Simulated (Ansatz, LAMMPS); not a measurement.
# Forces and charges in Li+ triflate in propylene carbonate and dimethoxyethane at 470 K (166 atoms), part 2 of 2

Wanted: forces, charges and levels of Li+ triflate in propylene carbonate and dimethoxyethane at 470 K (166 atoms).

Ansatz 0.2.0; Kohn-Sham DFT, LDA, PAW (set soft_2), plane waves.

The cell: 42 C, 30 O, 84 H, 2 S, 6 F and 2 Li. The network of contacts between molecules at the start is that of the classical potential that made the cell. The functional has no dispersion term. The density was typed from a rule of thumb and may lie off the real one at this temperature. Sampling is at Γ alone, for a cell whose shortest periodic width is 13 Å.

So far: Starting point; The classical run that made the cell; Plane-wave single point.

## (3) Plane-wave single point (continued)

Valence density in the ac plane at fractional y = 0.008, with atoms of O and H and C and F within 0.2 Å of it. It is the smooth field of the valence electrons, not physical close to the nuclei.

Ten steps, logarithmic in the rise over the least value, from '0' (0.00 × 1e0 e/Å³) to '9' (9.65 × 1e0 e/Å³), each cell a mean:
```
011136875210000000001000135542000000
000112332100000000000000134432100000
000000000000000100000000112322123431
100000000000001110000000011234446763
100000000000000100000000011356655652
000000000000000000000000001245654321
000000000000000000000000000125787410
000000000000000000001100000025898510
000000000000000000023431000013564200
000000100000000000135643111100110000
000000100000000000245654554210000000
000000000000000001356556886410000001
100000000000000001354335786310000111
100000000000000000111112443100000111
100011100111000011110000111122112222
210011111111111245531000001356544553
210001100123444578852100002589865665
200000000124565578752100002467644543
000000000013566544432100001244322221
001221000002355532111000001234311000
013554200001356642100000001234310000
013565321001245642100000000122100000
013455654200123321000000000000000000
012347886310000000000000012221000000
```
Columns run along a (12.8 Å), rows up along c (12.8 Å). Atoms in or near the plane, at fractional coordinates: O at (0.19, 0.00), H at (0.10, 0.14), O at (0.69, 0.50), H at (0.58, 0.61), H at (0.53, 0.49), O at (0.81, 0.30), C at (0.38, 0.25), O at (0.48, 0.29), C at (0.83, 0.79), F at (0.87, 0.69).

Mean intrinsic-atomic-orbital charges: C -0.12, F -0.27, H +0.18, Li +0.75, O -0.50, S +2.21 e.

## (4) Distances and neighbours

These statistics describe the geometry on which the runs were made.

Density 0.991 g/cm³, 12.73 Å³ an atom.

Pair distribution functions g(r), in bins of 0.2 Å:

```tsv
r (Å)	total	H-H	H-C	H-O	H-F	H-Li	H-S
1.00	2.35	0.00	9.20	0.00	0.00	0.00	0.00
1.20	2.07	0.00	7.45	0.00	0.00	0.00	0.00
1.40	1.74	0.00	0.00	0.00	0.00	0.00	0.00
1.60	0.37	0.53	0.00	0.00	0.00	0.00	0.00
1.80	1.20	4.33	0.00	0.00	0.00	0.00	0.00
2.00	0.93	0.18	0.63	3.33	0.00	0.00	0.00
2.20	1.61	0.81	2.10	2.23	1.32	0.00	0.00
2.40	0.94	1.29	0.41	0.57	0.88	0.00	0.00
2.60	0.97	1.02	1.30	1.13	0.26	0.00	0.00
2.80	0.69	0.76	0.73	1.02	0.89	0.60	0.00
3.00	0.75	0.87	0.39	0.86	1.09	2.17	1.09
3.20	0.83	0.68	0.85	1.08	0.98	1.49	1.42
3.40	0.89	0.93	0.93	0.95	0.85	2.16	0.00
3.60	0.80	1.00	0.77	0.64	0.77	1.96	0.38
3.80	1.02	1.08	0.81	0.71	1.49	2.47	2.40
4.00	0.94	0.85	1.10	0.81	0.94	2.53	1.26
4.20	0.99	0.97	1.15	0.86	0.96	0.55	2.30
4.40	0.96	1.00	0.82	1.19	1.20	1.05	2.07
4.60	0.98	1.02	0.89	1.23	1.25	0.47	0.23
4.80	1.05	1.11	0.98	0.94	1.37	0.42	1.72
5.00	1.08	0.81	1.15	1.27	1.53	1.01	1.00
5.20	1.00	0.93	0.88	1.10	1.04	1.10	0.93
5.40	0.99	0.96	0.93	1.10	1.20	0.68	0.68
5.60	0.99	0.99	1.06	0.99	0.75	0.63	1.45
5.80	1.07	0.94	1.06	0.99	1.54	0.89	1.04
6.00	0.97	0.96	0.95	0.97	0.83	0.97	1.95
6.20	0.99	0.98	1.07	0.91	0.74	1.04	0.65
```

Bonds by pair of elements; cutoffs follow the first minimum of g(r), held within bounds set by covalent radii, and pairs that aren't listed don't count as bonded:

```tsv
pair A-B	cutoff (Å)	bonds	mean length (Å)	spread (Å)	shortest (Å)	B about A	A about B
H-C	1.34	84	1.10	0.035	1.01	1	2
C-C	1.85	14	1.50	0.038	1.41	0.667	0.667
C-O	1.73	44	1.40	0.074	1.19	1.05	1.47
C-F	1.62	6	1.35	0.018	1.32	0.143	1
C-S	2.21	2	1.84	0.032	1.81	0.048	1
O-Li	2.27	8	1.93	0.06	1.83	0.267	4
O-S	1.93	6	1.47	0.021	1.45	0.2	3
```

How many atoms have how many bonded neighbours:

```tsv
element	mean	1	2	3	4
C	3.90	0	0	4	38
F	1	6	0	0	0
H	1	84	0	0	0
Li	4	0	0	0	2
O	1.93	7	18	5	0
S	4	0	0	0	2
```

Bond angles, per cent of each kind in bins of 5°:

```tsv
angle (°)	H-C-O	H-C-H	C-C-H	C-C-O	C-O-C
90–95	0.0	1.6	0.0	0.0	0.0
95–100	0.0	3.1	0.0	8.3	0.0
100–105	16.7	20.3	15.4	16.7	20.0
105–110	29.2	31.2	28.8	54.2	60.0
110–115	38.9	35.9	34.6	16.7	20.0
115–120	11.1	7.8	21.2	4.2	0.0
120–125	4.2	0.0	0.0	0.0	0.0
```

Bond angles (no mean is given where the spread exceeds 20°):

```tsv
angle	count	mean (°)	spread (°)
H-C-O	72	110	5
H-C-H	64	108	5
C-C-H	52	110	5.1
C-C-O	24	107	4.8
C-O-C	20	108	3.3
```

Bond length by coordination (bonds to H left out):

```tsv
element	coordination	atoms	mean bond length (Å)
C	3	4	1.31
C	4	38	1.47
O	1	7	1.39
O	2	18	1.45
O	3	5	1.6
```

Rings of the network by King's shortest-path rule, up to 12 atoms, one path for each pair of neighbours; H, halogens, alkali and alkaline-earth atoms are left out, and the last column divides by all other atoms, bonded or not:

```tsv
ring size (atoms)	rings	per network atom
5	4	0.054
```

With the cutoffs above, 90 % of C atoms have 4, all F atoms have 1, all H atoms have 1 and all Li atoms have 4 bonded neighbours. The H-C-O angle averages 110° with a spread of 5°. All rings counted have 5 atoms.

A closer look about C125, which bears the longest force: 8 atoms, nearest first, numbered in the order of the input, with positions taken from that point.

```tsv
atom	x	y	z	distance (Å)	bonds	intrinsic-atomic-orbital charge (e)	Fx	Fy	Fz (eV/Å)
C125	0.00	0.00	0.00	0.00	4	-0.15	1.86	-4.87	-0.94
H135	-0.76	-0.46	-0.60	1.07	1	0.22	-0.81	0.44	-1.15
H134	0.34	-0.98	0.54	1.17	1	0.15	-0.02	1.22	-0.12
C124	-0.35	1.02	0.92	1.41	4	0.03	-2.07	-0.76	0.26
O126	1.15	0.45	-0.72	1.43	2	-0.33	0.22	1.25	1.43
H133	-1.06	1.64	0.44	2.00	1	0.18	-1.70	1.46	-0.70
C127	1.72	1.31	0.20	2.17	3	0.64	1.22	-0.31	0.62
O129	0.76	1.71	1.10	2.17	2	-0.33	4.10	1.61	-0.23
```

The column of bonds counts only the pairs H-C within 1.34 Å, C-C within 1.85 Å, C-O within 1.73 Å, C-F within 1.62 Å, C-S within 2.21 Å, O-Li within 2.27 Å, O-S within 1.93 Å; other neighbours, such as metal atoms beside each other in a compound, aren't counted, and periodic images can show an atom twice.

## (5) Results

```json
{"free energy per atom": "-211.1881 eV/atom", "pressure": "-0.942 GPa", "r.m.s. force component": "1.051 eV/Å", "gap (highest filled to lowest empty level)": "3.937 eV", "wall time of the 1 DFT run": "9.1 s"}
```

Between filled and empty levels lie 3.94 eV (at Γ alone); a local or semilocal functional tends to put such gaps too low. In a disordered cell it changes from sample to sample and from frame to frame. With the cutoffs above, 90 % of C atoms have 4, all F atoms have 1, all H atoms have 1 and all Li atoms have 4 bonded neighbours.

Caveats: The force components of 1.1 eV/Å r.m.s. reflect the temperature of the frame as well as the gap between the generating potential and DFT, above all in bond lengths inside molecules. The pressure of a single frame lacks the kinetic term.

[Logs are printed without paths, hosts, clocks, repeated set-up lines and the standing remarks that a program may print on its own settings, such as how far it seeks lower states.]

[Hosts, paths, dates, database ids (printed as entryN), source tags and the programs' standing remarks are cut or masked in the printed files.]
